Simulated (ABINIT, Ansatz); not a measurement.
## A GW chain in ABINIT: SrMg2Bi2 (P-3m1)

Wanted: ground state, empty states, screening and self-energy for SrMg2Bi2 (P-3m1).

Calculated with ABINIT 10.8.3; PBEsol and many-body steps on it, plane waves.

**1. The structure**

The structure is trigonal, space group P-3m1 (No. 164). The conventional cell has a = 4.830 Å, b = 4.830 Å, c = 7.983 Å, α = 90.00°, β = 90.00°, γ = 120.00°. Sr has 6 Bi at 3.44 Å nearest. Nearest to Mg lie 4 Bi at 2.95 to 2.97 Å. Nearest to Bi lie 4 Mg at 2.95 to 2.97 Å and 3 Sr at 3.44 Å. Farther neighbours are not listed.

Structure file:

```cif
data_structure
_symmetry_space_group_name_H-M 'P 1'
_symmetry_Int_Tables_number 1
_cell_length_a 4.8297
_cell_length_b 4.8297
_cell_length_c 7.9829
_cell_angle_alpha 90.000
_cell_angle_beta 90.000
_cell_angle_gamma 120.000
_cell_volume 161.26
loop_
_atom_site_label
_atom_site_type_symbol
_atom_site_fract_x
_atom_site_fract_y
_atom_site_fract_z
_atom_site_occupancy
Sr1 Sr 0.00000 0.00000 0.00000 1
Mg2 Mg 0.66667 0.33333 0.37504 1
Mg3 Mg 0.33333 0.66667 0.62496 1
Bi4 Bi 0.66667 0.33333 0.74673 1
Bi5 Bi 0.33333 0.66667 0.25327 1
```

The cell and positions are those that the Materials Project relaxed with its own functionals (PBE, PBE+U or r2SCAN), kept fixed. Spin-orbit coupling is left out unless a step names it.

**2. Ground state**

This step: ABINIT 10.8.3; DFT, PBEsol, plane waves, norm-conserving pseudopotentials.

The ground-state density comes first.

run.abi reads:

```
acell 3*1.0 Angstrom
rprim 
  4.829713290037 -0.000000000009 0.000000000000
  -2.414856645011 4.182654402172 0.000000000000
  0.000000000000 0.000000000000 7.982888130000
ntypat 3
znucl 38 12 83
natom 5
typat 1 2 2 3 3
xred 
  0.000000000000 0.000000000000 0.000000000000
  0.666666666667 0.333333333333 0.375044160000
  0.333333333333 0.666666666667 0.624955840000
  0.666666666667 0.333333333333 0.746734860000
  0.333333333333 0.666666666667 0.253265140000
pp_dirpath "pseudos"
pseudos "Sr.upf, Mg.upf, Bi.upf"
ecut 38
ngkpt 6 6 4
nshiftk 1
shiftk 0 0 0
kptopt 1
chksymbreak 0
nband 36
occopt 1
tolvrs 1e-10
nstep 60
prtwf 0
optforces 0
optstress 0
indata_prefix "in"
outdata_prefix "out"
tmpdata_prefix "tmp"
```

Command:

```sh
$ OMP_NUM_THREADS=1 mpirun -n 4 abinit run.abi > log
```

Numbers of over 12 decimals in the logs are rounded to 6 here.

Output:

```text
.Version 10.8.3 of ABINIT. v10.8.2 released Aug 2026.

 Symmetries : space group P-3 m 1 (#164); Bravais hP (primitive hexag.)
================================================================================
 Values of the parameters that define the memory need of the present run
     intxc =       0    ionmov =       0      iscf =       7    lmnmax =       6
     lnmax =       6     mgfft =      90  mpssoang =       3    mqgrid =    4187
     natom =       5  nloc_mem =       1    nspden =       1   nspinor =       1
    nsppol =       1      nsym =      12    n1xccc =    2501    ntypat =       3
    occopt =       1   xclevel =       2
-    mband =          36        mffmem =           1         mkmem =           6
       mpw =       12204          nfft =      262440          nkpt =          24
================================================================================
  Rough estimation (10% accuracy) of disk space for files :
================================================================================

--------------------------------------------------------------------------------
------------- Echo of variables that govern the present computation ------------
--------------------------------------------------------------------------------
 -outvars: echo values of preprocessed input variables --------
            acell      1.8897261259E+00  1.8897261259E+00  1.8897261259E+00 Bohr

      chksymbreak           0
             ecut      3.80000000E+01 Hartree
-          fftalg         312

              ixc     -116133
              kpt      0.00000000E+00  0.00000000E+00  0.00000000E+00
                       1.66666667E-01  0.00000000E+00  0.00000000E+00
                       3.33333333E-01  0.00000000E+00  0.00000000E+00
                       5.00000000E-01  0.00000000E+00  0.00000000E+00
                       1.66666667E-01  1.66666667E-01  0.00000000E+00
                       3.33333333E-01  1.66666667E-01  0.00000000E+00
                       3.33333333E-01  3.33333333E-01  0.00000000E+00
                       0.00000000E+00  0.00000000E+00  2.50000000E-01
                       1.66666667E-01  0.00000000E+00  2.50000000E-01
   [... 13 further rows ...]
                       3.33333333E-01  1.66666667E-01  5.00000000E-01
                       3.33333333E-01  3.33333333E-01  5.00000000E-01
         kptrlatt        6    0    0      0    6    0      0    0    4
          kptrlen      5.47610123E+01
P           mkmem           6
            natom           5
            nband          36
            ngfft          54      54      90
             nkpt          24
            nstep          60
             nsym          12
           ntypat           3
              occ      2.000000  2.000000  2.000000  2.000000  2.000000  2.000000
                       2.000000  2.000000  2.000000  2.000000  2.000000  2.000000
                       2.000000  2.000000  2.000000  2.000000  2.000000  2.000000
                       2.000000  2.000000  2.000000  2.000000  2.000000  2.000000
                       2.000000  2.000000  2.000000  2.000000  2.000000  2.000000
                       0.000000  0.000000  0.000000  0.000000  0.000000  0.000000
        optforces           0
        optstress           0
            prtwf           0
            rprim      4.8297132900E+00 -9.0000000000E-12  0.0000000000E+00
[...]
spgroup         164

           tolvrs      1.00000000E-10

             xred      0.0000000000E+00  0.0000000000E+00  0.0000000000E+00
[...]
znucl       38.00000   12.00000   83.00000

================================================================================

 chkinp: Checking input parameters for consistency.

================================================================================
== DATASET  1 ==================================================================
-   mpi_nproc: 4, omp_nthreads: 1 (-1 if OMP is not activated)

--- !DatasetInfo
iteration_state: {dtset: 1, }
dimensions: {natom: 5, nkpt: 24, mband: 36, nsppol: 1, nspinor: 1, nspden: 1, mpw: 12204, }
cutoff_energies: {ecut:  38.0, pawecutdg:  -1.0, }
electrons: {nelect:   6.00000000E+01, charge:   0.00000000E+00, occopt:   1.00000000E+00, tsmear:   1.00000000E-02, }

 Real(R)+Recip(G) space primitive vectors, cartesian coordinates (Bohr,Bohr^-1):
 R(1)=  9.1268354  0.0000000  0.0000000  G(1)=  0.1095670  0.0632585  0.0000000
 R(2)= -4.5634177  7.9040713  0.0000000  G(2)=  0.0000000  0.1265171  0.0000000
 R(3)=  0.0000000  0.0000000 15.0854723  G(3)=  0.0000000  0.0000000  0.0662889
 Unit cell volume ucvol=  1.0882533E+03 bohr^3
 Angles (23,13,12)=  9.00000000E+01  9.00000000E+01  1.20000000E+02 degrees

 getcut: wavevector=  0.0000  0.0000  0.0000  ngfft=  54  54  90
         ecut(hartree)=     38.000   => boxcut(ratio)=   2.13263

--- Pseudopotential description ------------------------------------------------
- Sr Generated using ONCVPSP code by D. R. Hamann
- 38.00000  10.00000  180301                  znucl, zion, pspdat
12 -116133 2 -1 1834                          pspcod,pspxc,lmax,lloc,mmax
     nproj     2     2     2
  pspatm : epsatm=   12.46451298
         --- l  ekb(1:nproj) -->
[...]
pspatm: atomic psp has been read  and splines computed

- Mg Generated using ONCVPSP code by D. R. Hamann
- 12.00000  10.00000  180301                  znucl, zion, pspdat
12 -116133 1 -1 1510                          pspcod,pspxc,lmax,lloc,mmax
     nproj     2     2     0
  pspatm : epsatm=    9.18226799
         --- l  ekb(1:nproj) -->
[...]
pspatm: atomic psp has been read  and splines computed

- Bi Generated using ONCVPSP code by D. R. Hamann
- 83.00000  15.00000  180301                  znucl, zion, pspdat
12 -116133 2 -1 1472                          pspcod,pspxc,lmax,lloc,mmax
     nproj     2     2     2
  pspatm : epsatm=   42.90077801
         --- l  ekb(1:nproj) -->
[...]
pspatm: atomic psp has been read  and splines computed

   6.99783630E+03                                ecore*ucvol(ha*bohr**3)
--------------------------------------------------------------------------------

_setup2: Arith. and geom. avg. npw (full set) are   12172.826   12172.817

================================================================================

--- !BeginCycle
iteration_state: {dtset: 1, }
solver: {iscf: 7, nstep: 60, nline: 4, wfoptalg: 0, }
tolerances: {tolvrs: 1.00E-10, }

     iter   Etot(hartree)      deltaE(h)  residm     vres2
 ETOT  1  -316.41043726263    -3.164E+02 4.200E-01 5.822E+02
 ETOT  2  -316.77635401334    -3.659E-01 4.417E-02 2.672E+01
 ETOT  3  -316.77950717109    -3.153E-03 1.883E-03 3.289E+00
 ETOT  4  -316.77963134995    -1.242E-04 1.352E-03 3.707E-01
 ETOT  5  -316.77964020956    -8.860E-06 6.383E-04 5.551E-02
 ETOT  6  -316.77964183674    -1.627E-06 1.148E-03 3.636E-03
 ETOT  7  -316.77964199619    -1.595E-07 5.755E-04 2.204E-04
 ETOT  8  -316.77964200413    -7.941E-09 8.929E-04 3.722E-06
 ETOT  9  -316.77964200443    -2.993E-10 3.914E-04 1.965E-07
 ETOT 10  -316.77964200445    -1.944E-11 4.357E-04 1.131E-08
 ETOT 11  -316.77964200444     4.434E-12 1.839E-04 2.797E-10
 ETOT 12  -316.77964200445    -6.253E-12 1.704E-04 9.899E-12

 At SCF step   12       vres2   =  9.90E-12 < tolvrs=  1.00E-10 =>converged.

--- !ResultsGS
iteration_state: {dtset: 1, }
comment   : Summary of ground state results
lattice_vectors:
- [  9.1268354,  -0.0000000,   0.0000000, ]
- [ -4.5634177,   7.9040713,   0.0000000, ]
- [  0.0000000,   0.0000000,  15.0854723, ]
lattice_lengths: [   9.12684,    9.12684,   15.08547, ]
lattice_angles: [ 90.000,  90.000, 120.000, ] # degrees, (23, 13, 12)
lattice_volume:   1.0882533E+03
convergence: {deltae: -6.253E-12, res2:  9.899E-12, residm:  1.704E-04, diffor:  0.000E+00, }
etotal    :  -3.16779642E+02
entropy   :   0.00000000E+00
fermie    :   1.58413735E-01
cartesian_stress_tensor: null
pressure_GPa: null
xred      :
- [  0.0000E+00,   0.0000E+00,   0.0000E+00, Sr]
- [  6.6667E-01,   3.3333E-01,   3.7504E-01, Mg]
- [  3.3333E-01,   6.6667E-01,   6.2496E-01, Mg]
- [  6.6667E-01,   3.3333E-01,   7.4673E-01, Bi]
- [  3.3333E-01,   6.6667E-01,   2.5327E-01, Bi]
cartesian_forces: null
force_length_stats: {min: null, max: null, mean: null, }

 Integrated electronic density in atomic spheres:
 ------------------------------------------------
 Atom  Sphere_radius  Integrated_density
[...]
================================================================================

 ----iterations are completed or convergence reached----

 Mean square residual over all n,k,spin=   62.064E-08; max=  17.035E-05
 reduced coordinates (array xred) for    5 atoms
       0.000000000000      0.000000000000      0.000000000000
       0.666666666667      0.333333333333      0.375044160000
       0.333333333333      0.666666666667      0.624955840000
       0.666666666667      0.333333333333      0.746734860000
       0.333333333333      0.666666666667      0.253265140000
 rms dE/dt=  0.0000E+00; max dE/dt=  0.0000E+00; dE/dt below (all hartree)
    1       0.000000000000      0.000000000000      0.000000000000
    2       0.000000000000      0.000000000000      0.000000000000
    3       0.000000000000      0.000000000000      0.000000000000
    4       0.000000000000      0.000000000000      0.000000000000
    5       0.000000000000      0.000000000000      0.000000000000

 cartesian coordinates (angstrom) at end:
    1      0.000000     0.000000     0.000000
    2      2.414857     1.394218     2.993936
    3      5e-12     2.788436     4.988953
    4      2.414857     1.394218     5.961101
    5      5e-12     2.788436     2.021787
 length scales=  1.889726125908  1.889726125908  1.889726125908 bohr
              =  1.000000000000  1.000000000000  1.000000000000 angstroms
 prteigrs : about to open file out_EIG
 Fermi (or HOMO) energy (hartree) =   0.15841   Average Vxc (hartree)=  -0.33150
 Eigenvalues (hartree) for nkpt=  24  k points:
 kpt#   1, nband= 36, wtk=  0.00694, kpt=  0.0000  0.0000  0.0000 (reduced coord)
  -2.63193   -2.63191   -1.41740   -1.41740   -1.41733   -1.41729   -1.41729   -1.41722
  -1.15137   -0.64478   -0.64478   -0.64474   -0.64474   -0.64427   -0.64425   -0.64350
  -0.64350   -0.64344   -0.64344   -0.49195   -0.48987   -0.48987   -0.23902   -0.21618
   0.01297    0.12045    0.12045    0.15758    0.15841    0.15841    0.17305    0.19234
   0.24280    0.25896    0.25897    0.27503
 prteigrs : prtvol=0 or 1, do not print more k-points.

--- !EnergyTerms
iteration_state     : {dtset: 1, }
comment             : Components of total free energy in Hartree
kinetic             :  1.54809765800882E+02
hartree             :  9.29299222453981E+01
xc                  : -6.68516940688012E+01
Ewald energy        : -1.69428060088307E+02
psp_core            :  6.43033800080568E+00
local_psp           : -2.73319858561973E+02
non_local_psp       : -6.13500553324533E+01
total_energy        : -3.16779642004450E+02
total_energy_eV     : -8.62001319344666E+03
band_energy         : -4.55453235737797E+01

== END DATASET(S) ==============================================================
================================================================================

 -outvars: echo values of variables after computation  --------
           etotal     -3.1677964200E+02
            nband          36
             nkpt          24
          spgroup         164
 [... the other variables as echoed above ...]

 Calculation completed.
```

It took 1.9 min on 4 MPI ranks of Arm Neoverse V2, shared host; peak memory 0.75 GiB.

This step gave:

| Quantity | Value |
| --- | --- |
| total energy | -8620.0132 eV |
| gap | 0.3984 eV |
| k of the valence top | 0, 0, 0 |
| k of the conduction bottom | 0, 0, 0 |
| least direct gap | 0.3984 eV |

The gap is direct, at Γ.

(Continued in part 2 of 3.)

[Paths, hosts, dates, memory and timing lines, banners, echoed tables and standing remarks are left out of the program output.]

[Logs are printed without paths, hosts, clocks, repeated set-up lines and the standing remarks that a program may print on its own settings, such as how far it seeks lower states.]

[Runs of the session that timed out or met a known fault of the program may be left out.]

[Hosts, paths, dates, database ids (printed as entryN), source tags and the programs' standing remarks are cut or masked in the printed files.]

[G0W0 gaps are taken among the corrected bands and points alone; a level outside them can change the order at an edge.]

[Where Ansatz stands beside ABINIT at settings called matched, ABINIT's density can come from a denser mesh and the files from another edition; pairs whose starting gaps differed by over 0.03 eV were left out, so agreement reads better than it is.]
